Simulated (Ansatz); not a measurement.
# Tunnelling from Al(110) to Al(110): the current at the widest gap

Three vacuum gaps between Al(110) and Al(110) are known. What current density flows at 0.25 V across 6.5 Å?

Set-up. Ansatz 0.2.0, plane waves with PAW datasets, r2SCAN; a slab with two metal leads whose outer parts are reservoirs, with density and current solved under bias (Landauer, 300 K). The gap is counted from plane to plane of nuclei, and atoms stay on ideal sites.

The runs, with one result withheld:

| gap (Å) | drop between the leads' cuts at 0.25 V (V) | current density at 0.25 V (A/m²) |
| --- | --- | --- |
| 3.5 | 0.165 | 1.13×10¹⁴ |
| 4.5 | 0.217 | 3.88×10¹³ |
| 5.5 | 0.242 | 7.12×10¹² |
| 6.5 | 0.248 | ? |

**Fit on the rows shown.**

Tunnelling falls as exp(−βd). From 3.5 to 4.5 Å, β = ln(1.13×10¹⁴/3.88×10¹³)/1 = 1.07 Å⁻¹, and from 4.5 to 5.5 Å it is 1.70 Å⁻¹; the slope still steepens as the gap leaves contact, so the wider pair is taken. Then 7.12×10¹² × exp(−1.70 × 1). Predicted: 1.30×10¹² A/m².

Check against the run:

9.89×10¹¹ A/m², so the prediction is 32 % too high. The last step has β = 1.97 Å⁻¹, an apparent barrier ħ²β²/8m of 3.7 eV: the decay of this current is still steepening. The conductances at 0 V give β = 1.33 and 1.42 Å⁻¹ for the last two steps; at 6.5 Å that conductance times the bias is 2.9 times the current, an excess of like faces at zero bias that the bias removes, so it is the poorer guide to the barrier.

**Limits.** On every other k-point the currents of these runs, at any bias, move by up to 22 %. A semilocal functional lacks the image potential's tail.
